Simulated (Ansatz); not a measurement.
# Pb chain started as a zigzag: period, moment and channels by functional, part 3 of 4

Aim: how far do the period, the moment and the conductance of the Pb chain started as a zigzag depend on the functional, the datasets and spin-orbit coupling, and at what cost?

Ansatz 0.2.0; DFT PBE, plane waves, PAW; relaxation of a chain's period (the session's first sound run).

So far, conductance of the lead as this run defines it (G₀): step 3 (bands of the perfect wire, level PBE, functional PBE) 2.00; step 5 (RPBE, another cell) 2.00.

**7. The wire at its relaxed period, level LDA, functional LDA**

This step: DFT LDA, plane waves, PAW; channels and complex bands of a perfect chain (Ansatz 0.2.0).

The channels are counted again under LDA, at the period that it gave.

The input, input.yaml:

```yaml
crystal:
  lattice:
    - [9.0, 0.0, 0.0]
    - [0.0, 7.5, 0.0]
    - [0.0, 0.0, 4.7626427179]
  atoms:
    - { symbol: Pb, position: [0.416017097, 0.5, 0.0] }
    - { symbol: Pb, position: [0.583982903, 0.5, 0.5] }
kpoints:
  mp_grid: { grid: [1, 1, 17] }
  band_path: { path: ["Γ", Z], npoints: 60 }
scf:
  occupations: { method: fermi_dirac, width: 0.05 }
hamiltonian:
  xc: lda
output:
  transmission:
    e_range: [-2, 2]
    de: 0.035
    kmesh: [1, 1]
    reduced_basis: true
    leads: [[0, 0]]
  dos: { projected: true, e_range: [-6, 4] }
```

Run with:

```bash
$ ansatz run input.yaml --threads 4 --pin off --max-ram 8192MiB --backend cpu --events-out ev --progress --plain --runs-dir out
```

Numbers of over 12 decimals in the logs are rounded to 6 here.

Log:

```text
[...]
Crystal: 2 atoms, lattice volume = 321.478 Å³
Basis set: ecut = 420 eV, 6265 PW (Γ)
Bands: 18, of which v1, the nominal top of the filled ones, is band 14 counted from 1 (13 counted from 0)
Symmetry: 8 space group operations
[...]
k-points: 9 of 17
[...]
k-point 8: bands = [... 10 lower, -9.8720, -9.4978, -2.4260, -2.1295, -0.8562, -0.5192, 2.2342, 2.5589]
--- Transmission ---
  basis      : 595 plane waves across, 6 finite elements along
  points     : 1, standing for a mesh of 1 x 1
[...]
crystal 0  : Pb2, at the sites [0, 0], period 4.7626 Å: whole cells are its period
[...]
filled         : 0.6 meV over the level at which it is neutral
    channels       : 2.000000e0 a spin
[...]
[key lines of the parts left out:]
SCF converged after 7 iterations
Free energy (F): -23201.920386 eV
Fermi energy:    -1.451507 eV
```

It took 13 s on 4 threads of Intel Xeon 6975P-C (Granite Rapids), shared host; peak memory 0.73 GiB; 43 s of CPU time.

At the computed energy nearest the Fermi level there are 2 channels a spin, and the thermal average gives 2.00 G₀.

**8. Relaxation of atoms and period**

This step: DFT PBEsol, plane waves, PAW; relaxation of a chain's period (Ansatz 0.2.0).

The relaxation is repeated under another functional. PBEsol weakens PBE's gradient terms and usually lands between LDA and PBE.

The input, input.yaml:

```yaml
crystal:
  lattice:
    - [9.0, 0.0, 0.0]
    - [0.0, 7.5, 0.0]
    - [0.0, 0.0, 4.8985932452]
  atoms:
    - { symbol: Pb, position: [0.427649216, 0.5, 0.0], spin: 0.5 }
    - { symbol: Pb, position: [0.572350784, 0.5, 0.5], spin: 0.5 }
magnetization:
  spin_polarized: true
kpoints:
  mp_grid: { grid: [1, 1, 17] }
scf:
  occupations: { method: fermi_dirac, width: 0.05 }
hamiltonian:
  xc: pbesol
relax:
  cell: { fix: [a, b, alpha, beta, gamma] }
  max_steps: 60
```

Log:

```text
[...]
Crystal: 2 atoms, lattice volume = 330.655 Å³
Basis set: ecut = 420 eV, 6439 PW (Γ), exchange–correlation on 128×108×72 points (8 copies of the dense FFT grid, shifted against one another)
Bands: 19, of which v1, the nominal top of the filled ones, is band 14 counted from 1 (13 counted from 0)
Symmetry: 8 space group operations
[...]
0.000000       0.262481       0.000000
        0.000000       0.000000      -0.002417
  P = ⅓ Tr σ = 0.1135 GPa (1.135 kbar)
--- Relaxed structure (5 steps of the walk, 4 accepted, 1 SCFs on fresh bases) ---
[...]
cell:  # Å, volume = 323.7908 Å³
    - [9.0, 0, 0]
    - [0, 7.5, 0]
    - [0, 0, 4.796901]
  atoms:
    - { symbol: Pb, position: [0.413923, 0.500000, 0] }
    - { symbol: Pb, position: [0.586077, 0.500000, 0.500000] }
[key lines of the parts left out:]
SCF converged after 5 iterations
Magnetization: -0.0000 μB (14.0000 up, 14.0000 down)
Free energy (F): -23507.318946 eV
Fermi energy:    -1.263300 eV
```

Wall time 8.5 s (4 threads); peak memory 0.7 GiB; 29 s of CPU time.

Relaxation path:

| step | energy less that of the first step (eV) | largest force component (eV/Å) | pressure (GPa) | volume (Å³) |
| --- | --- | --- | --- | --- |
| 1 | 0.0000 | 0.7268 | 0.48 | 330.66 |
| 2 | -0.0345 | 0.5309 | -0.25 | 325.95 |
| 3 | -0.0728 | 0.0142 | 0.06 | 326.70 |
| 4 | -0.0721 | 0.0182 | 0.16 | 320.01 |
| 5 | -0.0741 | 0.0002 | 0.11 | 323.79 |
| 6* | -0.0740 | 0.0003 | 0.11 | 323.79 |

Relaxation steps marked * repeat the geometry before them on a plane-wave basis chosen anew for their cell, so energy and pressure can jump there. Relaxation step 4 was tried and not accepted.

Forces are held to the 8 operations that the run works with; a distortion that breaks them can't arise in this run.

| cell as run | before | after | change |
| --- | --- | --- | --- |
| c (Å) | 4.899 | 4.797 | -2.1 % |

The atoms that moved most (Å, along periodic axes as changes of fractional coordinates times the final cell, across vacuum about the mean position):

| atom | dx | dy | dz | length |
| --- | --- | --- | --- | --- |
| Pb1 | -0.124 | 0.000 | 0.000 | 0.124 |
| Pb2 | 0.124 | 0.000 | 0.000 | 0.124 |

Final coordinates:

```xyz
2
Lattice="9.0000 0.0000 0.0000 0.0000 7.5000 0.0000 0.0000 0.0000 4.7969" Properties=species:S:1:pos:R:3
Pb    3.7253    3.7500    0.0000
Pb    5.2747    3.7500    2.3985
```

The cell's length comes to 4.797 Å, -2.0 % against the first run, with no moment.

**9. The wire at its relaxed period, level PBEsol, functional PBEsol**

This step: DFT PBEsol, plane waves, PAW; channels and complex bands of a perfect chain (Ansatz 0.2.0).

The channels are counted again under PBEsol, at the period that it gave.

The input, input.yaml:

```yaml
crystal:
  lattice:
    - [9.0, 0.0, 0.0]
    - [0.0, 7.5, 0.0]
    - [0.0, 0.0, 4.7969011227]
  atoms:
    - { symbol: Pb, position: [0.413923465, 0.5, 0.0] }
    - { symbol: Pb, position: [0.586076535, 0.5, 0.5] }
kpoints:
  mp_grid: { grid: [1, 1, 17] }
  band_path: { path: ["Γ", Z], npoints: 60 }
scf:
  occupations: { method: fermi_dirac, width: 0.05 }
hamiltonian:
  xc: pbesol
output:
  transmission:
    e_range: [-2, 2]
    de: 0.035
    kmesh: [1, 1]
    reduced_basis: true
    leads: [[0, 0]]
  dos: { projected: true, e_range: [-6, 4] }
```

Log:

```text
[...]
Crystal: 2 atoms, lattice volume = 323.791 Å³
Basis set: ecut = 420 eV, 6287 PW (Γ)
Bands: 18, of which v1, the nominal top of the filled ones, is band 14 counted from 1 (13 counted from 0)
Symmetry: 8 space group operations
[...]
k-points: 9 of 17
[...]
k-point 8: bands = [... 10 lower, -9.5874, -9.2267, -2.2339, -1.9481, -0.6569, -0.3286, 2.3389, 2.6582]
--- Transmission ---
  basis      : 595 plane waves across, 6 finite elements along
  points     : 1, standing for a mesh of 1 x 1
[...]
crystal 0  : Pb2, at the sites [0, 0], period 4.7969 Å: whole cells are its period
[...]
filled         : 2.3 meV under the level at which it is neutral
    channels       : 2.000000e0 a spin
[...]
[key lines of the parts left out:]
SCF converged after 7 iterations
Free energy (F): -23507.318928 eV
Fermi energy:    -1.263388 eV
```

Elapsed: 13 s, on 4 threads; peak memory 0.75 GiB; 44 s of CPU time.

Table of open channels of the lead, one spin by energy, zero at the Fermi level:

| energy (eV) | open channels of the lead, one spin |
| --- | --- |
| -1.615 | 0 |
| -1.405 | 2 |
| -1.195 | 2 |
| -0.985 | 2 |
| -0.810 | 2 |
| -0.600 | 2 |
| -0.390 | 2 |
| -0.215 | 2 |
| -0.005 | 2 |
| 0.205 | 2 |
| 0.415 | 2 |
| 0.590 | 2 |
| 0.800 | 2 |
| 1.010 | 1 |
| 1.185 | 1 |
| 1.395 | 2 |
| 1.605 | 2 |
| 1.815 | 2 |

At the computed energy nearest the Fermi level there are 2 channels a spin, and the thermal average gives 2.00 G₀.

**10. The series together**

Times are for 4 threads of Intel Xeon 6975P-C (Granite Rapids), shared host. The series side by side:

| no. | level | conductance of the lead as this run defines it (G₀) | time | memory (GiB) |
| --- | --- | --- | --- | --- |
| 1 | PBE | 2.000 | 25 s | 0.88 |
| 2 | RPBE | 2.000 | 20 s | 0.86 |
| 3 | LDA | 2.000 | 13 s | 0.73 |
| 4 | PBEsol | 2.000 | 13 s | 0.75 |

The runs together. Table of open channels of the lead by energy, zero at the Fermi level:

| energy (eV) | PBE | RPBE | LDA | PBEsol |
| --- | --- | --- | --- | --- |
| -1.615 | 0 | 0 | 0 | 0 |
| -1.405 | 0 | 0 | 2 | 2 |
| -1.195 | 2 | 2 | 2 | 2 |
| -0.985 | 2 | 2 | 2 | 2 |
| -0.810 | 2 | 2 | 3 | 2 |
| -0.600 | 2 | 2 | 2 | 2 |
| -0.390 | 2 | 2 | 2 | 2 |
| -0.215 | 2 | 2 | 2 | 2 |
| -0.005 | 2 | 2 | 2 | 2 |
| 0.205 | 2 | 2 | 2 | 2 |
| 0.415 | 2 | 2 | 2 | 2 |
| 0.590 | 2 | 2 | 2 | 2 |
| 0.800 | 2 | 2 | 2 | 2 |
| 1.010 | 1 | 1 | 2 | 1 |
| 1.185 | 2 | 2 | 1 | 1 |
| 1.395 | 2 | 2 | 2 | 2 |
| 1.605 | 2 | 2 | 2 | 2 |
| 1.815 | 2 | 2 | 2 | 2 |

**11. Relaxing the period, cutoff 850 eV**

This step: DFT PBE, plane waves, norm-conserving; relaxation of a chain's period (Ansatz 0.2.0).

The same functional on other atomic datasets tests how far the result hangs on the treatment of the cores. Against the first PBE run of this kind, the cutoff is 850 eV against 420.

The input, input.yaml:

```yaml
crystal:
  lattice:
    - [9.0, 0.0, 0.0]
    - [0.0, 7.5, 0.0]
    - [0.0, 0.0, 4.8985932452]
  atoms:
    - { symbol: Pb, position: [0.427649216, 0.5, 0.0], spin: 0.5 }
    - { symbol: Pb, position: [0.572350784, 0.5, 0.5], spin: 0.5 }
magnetization:
  spin_polarized: true
kpoints:
  mp_grid: { grid: [1, 1, 17] }
scf:
  occupations: { method: fermi_dirac, width: 0.05 }
hamiltonian:
  xc: pbe
  pseudopotentials: { kind: nc }
relax:
  cell: { fix: [a, b, alpha, beta, gamma] }
  max_steps: 60
```

Log:

```text
[...]
Crystal: 2 atoms, lattice volume = 330.655 Å³
Basis set: ecut = 850 eV, 18667 PW (Γ), exchange–correlation on 180×144×96 points (8 copies of the dense FFT grid, shifted against one another)
Bands: 19, of which v1, the nominal top of the filled ones, is band 14 counted from 1 (13 counted from 0)
Symmetry: 8 space group operations
[...]
-0.000000       0.272209       0.000000
        0.000000       0.000000      -0.044809
  P = ⅓ Tr σ = 0.1053 GPa (1.053 kbar)
--- Relaxed structure (4 steps of the walk, 4 accepted, 1 SCFs on fresh bases) ---
[...]
cell:  # Å, volume = 330.6642 Å³
    - [9.0, 0, 0]
    - [0, 7.5, 0]
    - [0, 0, 4.898729]
  atoms:
    - { symbol: Pb, position: [0.412536, 0.5, 0] }
    - { symbol: Pb, position: [0.587464, 0.5, 0.5] }
[key lines of the parts left out:]
SCF converged after 6 iterations
Magnetization: 0.0000 μB (14.0000 up, 14.0000 down)
Free energy (F): -4507.233804 eV
Fermi energy:    -1.131153 eV
```

Elapsed: 22 s, on 4 threads; peak memory 1.2 GiB.

The cell's length comes to 4.899 Å, +0.1 % against the first run, with no moment.

**12. Relaxing the period**

This step: DFT PBE, plane waves, PAW; relaxation of a chain's period (Ansatz 0.2.0).

No moment formed, so a run without spin should agree; this checks it and saves time.

input.yaml, the sections that differ from step 11:

```yaml
crystal:
  lattice:
    - [9.0, 0.0, 0.0]
    - [0.0, 7.5, 0.0]
    - [0.0, 0.0, 4.8985932452]
  atoms:
    - { symbol: Pb, position: [0.427649216, 0.5, 0.0] }
    - { symbol: Pb, position: [0.572350784, 0.5, 0.5] }
hamiltonian:
  xc: pbe
# kpoints, scf, relax: as in step 11
# magnetization: removed
```

Log:

```text
[...]
Crystal: 2 atoms, lattice volume = 330.655 Å³
Basis set: ecut = 420 eV, 6439 PW (Γ), exchange–correlation on 128×108×72 points (8 copies of the dense FFT grid, shifted against one another)
Bands: 18, of which v1, the nominal top of the filled ones, is band 14 counted from 1 (13 counted from 0)
Symmetry: 8 space group operations
[...]
k-points: 9 of 17
[...]
0.088301      -0.000000       0.000000
       -0.000000       0.271789      -0.000000
        0.000000      -0.000000      -0.045391
  P = ⅓ Tr σ = 0.1049 GPa (1.049 kbar)
--- Relaxed structure (4 steps of the walk, 4 accepted, 1 SCFs on fresh bases) ---
[...]
cell:  # Å, volume = 330.4928 Å³
    - [9.0, 0, 0]
    - [0, 7.5, 0]
    - [0, 0, 4.896190]
  atoms:
    - { symbol: Pb, position: [0.412627, 0.5, 0] }
    - { symbol: Pb, position: [0.587373, 0.5, 0.5] }
[key lines of the parts left out:]
SCF converged after 5 iterations
Free energy (F): -23810.676467 eV
Fermi energy:    -1.215685 eV
```

Wall time 3.2 s (4 threads); peak memory 0.62 GiB.

The cell's length comes to 4.896 Å, -0.0 % against the first run, with spin left out.

**13. Comparing the runs**

Times are for 4 threads of Intel Xeon 6975P-C (Granite Rapids), shared host. The runs compared:

| no. | level | cell length along the wire (Å) | time | memory (GiB) |
| --- | --- | --- | --- | --- |
| 1 | PBE | 4.896 | 10 s | 0.69 |
| 2 | RPBE | 4.946 | 6.7 s | 0.7 |
| 3 | LDA | 4.763 | 8.4 s | 0.64 |
| 4 | PBEsol | 4.797 | 8.5 s | 0.7 |
| 5 | PBE, NC files | 4.899 | 22 s | 1.2 |
| 6 | PBE, no spin | 4.896 | 3.2 s | 0.62 |

**14. Two-component spinors**

This step: DFT PBE, plane waves, fully relativistic PAW; channels of a perfect chain with spin-orbit coupling (Ansatz 0.2.0).

Spin-orbit coupling mixes the spins and splits bands that cross or touch without it, so it can open or close channels. Fully relativistic datasets take the place of the scalar ones. The window is narrow, since spinor matrices are twice as large.

The input, input.yaml:

```yaml
crystal:
  lattice:
    - [9.0, 0.0, 0.0]
    - [0.0, 7.5, 0.0]
    - [0.0, 0.0, 4.8961924841]
  atoms:
    - { symbol: Pb, position: [0.412626798, 0.5, 0.0] }
    - { symbol: Pb, position: [0.587373202, 0.5, 0.5] }
kpoints:
  mp_grid: { grid: [1, 1, 17] }
  band_path: { path: ["Γ", Z], npoints: 60 }
scf:
  occupations: { method: fermi_dirac, width: 0.05 }
hamiltonian:
  xc: pbe
  pseudopotentials: { kind: paw_fr }
output:
  transmission:
    e_range: [-0.42, 0.42]
    de: 0.035
    kmesh: [1, 1]
    reduced_basis: false
    leads: [[0, 0]]
magnetization:
  noncollinear: true
  spin_orbit: true
```

Log:

```text
[...]
non-collinear run that drives no moment, with spin-orbit: no starting moment large enough to seed its density (crystal.atoms[].spin), no starting occupations that ask for one, no magnetisation constraint and no magnetic field, so the semilocal B_xc is pinned to zero
Crystal: 2 atoms, lattice volume = 330.493 Å³
Basis set: ecut = 420 eV, 6439 PW (Γ)
Bands: 36, of which v1, the nominal top of the filled ones, is band 28 counted from 1 (27 counted from 0)
Symmetry: 8 space group operations + 8 with time reversal
[...]
k-points: 9 of 17
Projection manifold: j_resolved (fully-relativistic pseudo-atomic orbitals)
[...]
SCF iter   1: F=—  HF=-23888.668129 eV  |F-HF|=—  |Δ(HF+E_count)|=         —  Δρ=7.03e-3  dr2=4.44e-1  dr2_m=0.00e0 (ungated)  ethr=1.56e-3  |M|=0.00e0 ∫|m|=0.00e0 μB  |m|>n=0.0e0 m-floor=0.0e0 τ_xc=0.0e0  β_m=0.30  ⟨swp⟩=1.3  Hψ=1278  notcnv=0
[...]
spin=Noncollinear: Resta preconditioning applied to the charge; magnetization (m_x, m_y, m_z) channels mix plain (no charge-response kernel on spin).
SCF iter   2: F=—  HF=-23888.580097 eV  |F-HF|=—  |Δ(HF+E_count)|=   8.80e-2  Δρ=4.89e-3  dr2=2.04e-1  dr2_m=0.00e0 (ungated)  ethr=1.56e-3  |M|=0.00e0 ∫|m|=0.00e0 μB  |m|>n=0.0e0 m-floor=0.0e0 τ_xc=0.0e0  β_m=0.62  ⟨swp⟩=3.2  Hψ=197  notcnv=0
[...]
SCF iter   7: F=-23888.512999 eV  HF=-23888.512999 eV  |F-HF|=2.77e-8  |Δ(HF+E_count)|=   6.17e-8  Δρ=3.03e-6  dr2=5.25e-8  dr2_m=0.00e0 (ungated)  ethr=3.57e-10  |M|=0.00e0 ∫|m|=0.00e0 μB  |m|>n=0.0e0 m-floor=0.0e0 τ_xc=0.0e0  ⟨swp⟩=9.1  Hψ=762  notcnv=0
SCF 1 converged in 7 iterations: F = -23888.512999 eV  dr2 = 5.25e-8
[...]
transmission: 7 of 7 steps passed
Second SCF, for the conductance: iteration 1, dr2 4.210e-8 eV
Second SCF, for the conductance: iteration 2, dr2 1.106e-8 eV
transmission: 7 of 7 steps passed
SCF converged after 7 iterations
Magnetization: |M| = 0.0000 μB,  M = (+0.0000, +0.0000, +0.0000) μB
Absolute magnetization: 0.0000 μB (∫|m|)
  site 0: m = (+0.0000, +0.0000, +0.0000) μB, |m| = 0.0000 μB  (R = 1.20 Å)
  site 1: m = (+0.0000, +0.0000, +0.0000) μB, |m| = 0.0000 μB  (R = 1.20 Å)
Free energy (F): -23888.512999 eV
[...]
Internal energy: -23888.512655 eV  (E = F + TS)
E sigma→0 (E₀):  -23888.512827 eV
Entropy (-TS):   -0.000344 eV (-0.172 meV/atom)
Fermi energy:    -1.232879 eV
[...]
--- Band table (eV; the first three rows and the last of 9) ---
  k-point 0: bands = [... 24 lower, -2.2900, -2.2900, -2.0441, -2.0441, -0.1633, -0.1633, 0.0362, 0.0362, ... 4 higher]
  k-point 1: bands = [... 24 lower, -2.3843, -2.3843, -1.9903, -1.9903, -0.2935, -0.2935, 0.2986, 0.2986, ... 4 higher]
  k-point 2: bands = [... 24 lower, -2.5537, -2.5537, -1.8961, -1.8961, -0.4289, -0.4289, 0.7528, 0.7528, ... 4 higher]
  k-point 8: bands = [... 24 lower, -2.3164, -2.3164, -2.0742, -2.0742, -0.4638, -0.4638, -0.1693, -0.1693, ... 4 higher]
--- Transmission ---
  basis      : 595 plane waves across, 7 finite elements along
  points     : 1, standing for a mesh of 1 x 1
  filling    : by a second SCF (2 iterations) under fermi_dirac of width 0.025852 eV on a mesh of 1 x 1 x 29, whose Fermi level is -1.234421 eV
[...]
crystal 0  : Pb2, at the sites [0, 0], period 4.8962 Å: whole cells are its period
[...]
filled         : 0.1 meV over the level at which it is neutral
    channels       : 0.000000e0 of both spins
    conductance    : none, the energies end too early or step too widely for 300 K: set another output.transmission.e_range or a lower de, or, where they end at an eighth of basis.ecutwfc, a higher one
    slowest decay  : 0.0952 /Å at (0.0000, 0.0000)
```

It took 20 min on 4 threads; peak memory 6.1 GiB; 53 min of CPU time.

Numbers from this step:

```
energy at zero smearing                                         : -23888.5128 eV
slowest decay in the lead at the energy nearest the Fermi level : 0.0952 Å⁻¹
channels at the energy nearest the Fermi level, both spins      : 0
band gap                                                        : 0.6614 eV
```

Table of open channels of the lead, both spins by energy, zero at the Fermi level:

| energy (eV) | open channels of the lead, both spins |
| --- | --- |
| -0.420 | 4 |
| -0.385 | 4 |
| -0.350 | 4 |
| -0.315 | 0 |
| -0.280 | 0 |
| -0.245 | 0 |
| -0.210 | 0 |
| -0.175 | 0 |
| -0.140 | 0 |
| -0.105 | 0 |
| -0.070 | 0 |
| -0.035 | 0 |
| 0.000 | 0 |
| 0.035 | 0 |
| 0.070 | 0 |
| 0.105 | 0 |
| 0.140 | 0 |
| 0.175 | 0 |
| 0.210 | 0 |
| 0.245 | 0 |
| 0.280 | 0 |
| 0.315 | 0 |
| 0.350 | 4 |
| 0.385 | 4 |
| 0.420 | 4 |

The slowest values at each energy, most degenerate partners merged, listed up to 1.5 1/Å. Im kz of the slowest decaying states against energy, zero at the Fermi level:

| energy (eV) | decay 1 (Å⁻¹) | decay 2 (Å⁻¹) | decay 3 (Å⁻¹) | decay 4 (Å⁻¹) |
| --- | --- | --- | --- | --- |
| -0.420 | 0.187 | 0.721 | 1.02 | 1.12 |
| -0.385 | 0.187 | 0.715 | 1.02 | 1.12 |
| -0.350 | 0.188 | 0.709 | 1.01 | 1.11 |
| -0.315 | 0.0317 | 0.188 | 0.703 | 1.01 |
| -0.280 | 0.0537 | 0.188 | 0.696 | 1.00 |
| -0.245 | 0.0669 | 0.189 | 0.690 | 0.998 |
| -0.210 | 0.0762 | 0.189 | 0.683 | 0.994 |
| -0.175 | 0.0831 | 0.189 | 0.676 | 0.989 |
| -0.140 | 0.0881 | 0.190 | 0.669 | 0.985 |
| -0.105 | 0.0916 | 0.190 | 0.663 | 0.980 |
| -0.070 | 0.0940 | 0.190 | 0.656 | 0.975 |
| -0.035 | 0.0951 | 0.190 | 0.648 | 0.971 |
| 0.000 | 0.0952 | 0.191 | 0.641 | 0.966 |
| 0.035 | 0.0943 | 0.191 | 0.634 | 0.961 |
| 0.070 | 0.0924 | 0.191 | 0.626 | 0.956 |
| 0.105 | 0.0894 | 0.191 | 0.618 | 0.951 |
| 0.140 | 0.0852 | 0.191 | 0.610 | 0.947 |
| 0.175 | 0.0796 | 0.191 | 0.602 | 0.942 |
| 0.210 | 0.0723 | 0.191 | 0.594 | 0.937 |
| 0.245 | 0.0627 | 0.191 | 0.586 | 0.932 |
| 0.280 | 0.0494 | 0.191 | 0.577 | 0.927 |
| 0.315 | 0.0275 | 0.191 | 0.568 | 0.922 |
| 0.350 | 0.192 | 0.559 | 0.917 | 1.02 |
| 0.385 | 0.192 | 0.549 | 0.912 | 1.01 |
| 0.420 | 0.193 | 0.539 | 0.907 | 1.01 |

The electronic bands at the labelled points (eV, zero at the Fermi level):

| point | band 25 | band 26 | band 27 | band 28 | band 29 | band 30 | band 31 | band 32 |
| --- | --- | --- | --- | --- | --- | --- | --- | --- |
| Γ | -1.06 | -1.06 | -0.81 | -0.81 | 1.07 | 1.07 | 1.27 | 1.27 |
| halfway | -1.54 | -1.54 | -0.40 | -0.40 | 0.46 | 0.46 | 2.18 | 2.18 |
| Z | -0.97 | -0.97 | -0.97 | -0.97 | 0.91 | 0.91 | 0.91 | 0.91 |

At the computed energy nearest the Fermi level there are 0 spinor channels; the gap is 0.66 eV.

(Continued in part 4 of 4.)

[Logs are printed without paths, hosts, clocks, repeated set-up lines and the standing remarks that a program may print on its own settings, such as how far it seeks lower states.]

[Hosts, paths, dates, database ids (printed as entryN), source tags and the programs' standing remarks are cut or masked in the printed files.]
